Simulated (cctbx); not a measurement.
# Accept or mend?

Cell a = 10.7370 Å, b = 9.6790 Å, c = 5.4500 Å, α = 90.00°, β = 103.62°, γ = 90.00°; space group P2_1/c (no. 14). The compound is EuGe2MoO6.

The data are simulated with cctbx, not measured: Ga Kα, λ = 1.3414 Å, to d = 0.83 Å, 50 % of the full sphere, strongest reflection 20000 counts, noise from counting, a 3 % proportional error and a noise floor of 8 counts (s.d.); no absorption.

An anisotropic refinement with weights 1/σ² prints:

```text
Rint 0.024, 938 unique reflections to 0.83 A
cycle     R1     wR2    GooF  max shift (A)
   1  0.0625  0.1553   4.258   0.01626
   2  0.0335  0.0875   2.398   0.00022
final R1 0.0336 wR2 0.0875 GooF 2.398  parameters 90  data/parameter 10.4
atom        x        y        z      Ueq    occ   su(xyz)  su(Uiso or U11)
Cs1    0.27769  0.04710  0.30978   0.0030  1.000  0.00011  0.0003
Mo1    0.22778  0.84389  0.75598   0.0071  1.000  0.00017  0.0004
Ge1    0.49239  0.14210  0.89579   0.0101  1.000  0.00024  0.0007
Ge2    0.04905  0.15530  0.69699   0.0096  1.000  0.00025  0.0007
O1     0.65894  0.17413  0.86466   0.0165  1.000  0.00168  0.0040
O2     0.87732  0.13435  0.63032   0.0111  1.000  0.00135  0.0040
O3     0.14742  0.48085  0.37673   0.0086  1.000  0.00145  0.0041
O4     0.43670  0.52655  0.26957   0.0123  1.000  0.00156  0.0042
O5     0.10725  0.19147  0.41442   0.0148  1.000  0.00157  0.0043
O6     0.39628  0.24380  0.58283   0.0156  1.000  0.00149  0.0042
difference map: max 1.91 min -1.92 rms 0.37
Q1    0.2632  0.0289  0.3406    4    1.95  0.31 A from Cs1
Q2    0.2381  0.5126  0.1799    4    1.29  1.46 A from Mo1
Q3    0.0556  0.5529  0.0884    4    1.18  1.72 A from O2
Q4    0.4897  0.6923  0.2970    4    1.18  1.39 A from O6
Q5    0.3027  0.5385  0.4270    4    1.09  1.57 A from Mo1
Q6    0.0000  0.0000  0.5000    2    1.01  1.85 A from Ge2
```

**Question.** Can this result stand? If not, what is the likely fault?

Mend it. The fault: wrong element: Cs1 is Eu. Against the right model at the same level, R1 goes from 0.0146 to 0.0336 and GooF from 0.92 to 2.40, U of Mo1 swells from 0.0034 to 0.0071 Å², U of Cs1 shrinks from 0.0057 to 0.0030 Å², U of Ge2 swells from 0.0055 to 0.0096 Å², U of Ge1 swells from 0.0059 to 0.0101 Å² and the top difference peak, 1.9 e/Å³, lies on Cs1. Cs1 has 8 electrons too few and its U shrinks to make up, as expected.

The compound is EuGe2MoO6. The right model at the same level gives:

```text
Rint 0.024, 938 unique reflections to 0.83 A
cycle     R1     wR2    GooF  max shift (A)
   1  0.0185  0.0440   1.208   0.00446
   2  0.0146  0.0335   0.919   0.00002
final R1 0.0146 wR2 0.0335 GooF 0.919  parameters 90  data/parameter 10.4
atom        x        y        z      Ueq    occ   su(xyz)  su(Uiso or U11)
Eu1    0.27772  0.04715  0.30979   0.0057  1.000  0.00004  0.0001
Mo1    0.22774  0.84384  0.75599   0.0034  1.000  0.00006  0.0002
Ge1    0.49246  0.14209  0.89603   0.0059  1.000  0.00009  0.0003
Ge2    0.04891  0.15527  0.69714   0.0055  1.000  0.00010  0.0003
O1     0.65939  0.17353  0.86583   0.0113  1.000  0.00063  0.0015
O2     0.87805  0.13385  0.62979   0.0065  1.000  0.00054  0.0015
O3     0.14711  0.48153  0.37661   0.0060  1.000  0.00058  0.0016
O4     0.43638  0.52709  0.27088   0.0077  1.000  0.00061  0.0016
O5     0.10671  0.19238  0.41477   0.0108  1.000  0.00063  0.0016
O6     0.39606  0.24515  0.58365   0.0118  1.000  0.00059  0.0016
difference map: max 0.69 min -0.78 rms 0.18
Q1    0.0962  0.0938  0.9974    4    0.73  1.20 A from O3
Q2    0.3826  0.0051  0.5959    4    0.64  1.04 A from O4
Q3    0.4806  0.7102  0.3105    4    0.61  1.38 A from O6
Q4    0.3643  0.6031  0.9197    4    0.60  1.66 A from O1
Q5    0.0273  0.2108  0.4422    4    0.57  0.92 A from O5
Q6    0.4654  0.6147  0.8234    4    0.57  1.40 A from Ge1
```

This is a model crystal, built by substitution and not relaxed, with assumed displacement parameters.

[Middle refinement cycles are left out of these outputs.]

[Logs are printed without paths, hosts, clocks, repeated set-up lines and the standing remarks that a program may print on its own settings, such as how far it seeks lower states.]
